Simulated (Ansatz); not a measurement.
# Direct or indirect: PbO (P4/nmm)

Space group P4/nmm:1 (No. 129). a = 3.990 Å, b = 3.990 Å, c = 5.010 Å, α = 90.00°, β = 90.00°, γ = 90.00°
| atom | site | symmetry | x | y | z |
| --- | --- | --- | --- | --- | --- |
| Pb | 2c | 4mm | 0.5000 | 0.0000 | 0.7600 |
| O | 2a | -4m2 | 0.5000 | 0.5000 | 0.0000 |

Method: Ansatz, PBE, independent particles, without spin-orbit coupling, line width 0.1 eV (Gaussian). The band structure gives a fundamental gap of 1.14 eV. The spectrum of vertical transitions near the edge:

```
E (eV)  Im ε, E ∥ xy  Im ε, E ∥ z
  0.66          0.00         0.00
  0.78          0.00         0.00
  0.90          0.00         0.00
  1.02          0.00         0.00
  1.14          0.00         0.00
  1.26          0.00         0.00
  1.38          0.00         0.00
  1.50          0.00         0.00
  1.62          0.00         0.00
  1.74          0.00         0.00
  1.86          0.00         0.00
  1.98          0.01         0.00
  2.10          0.16         0.00
  2.22          0.52         0.01
  2.34          0.74         0.24
  2.46          0.87         1.04
  2.58          0.96         1.54
  2.70          1.08         1.75
  2.82          1.56         1.88
  2.94          2.46         2.01
  3.06          3.59         2.63
  3.18          5.72         5.27
  3.30          7.29         7.20
  3.42          8.26         6.03
```

(1) Is the gap direct or indirect, and about where do vertical transitions set in?

## Answers

(1) Indirect, by the band path, whose least direct gap is 2.11 eV. The curves fit this: they stay near zero above 1.14 eV and rise only from about 2.1 eV, though a forbidden direct transition would look alike. Lines are broadened by 0.1 eV, which spreads the edge, and phonons, which would give weak absorption from the fundamental gap up, are left out.

[Logs are printed without paths, hosts, clocks, repeated set-up lines and the standing remarks that a program may print on its own settings, such as how far it seeks lower states.]
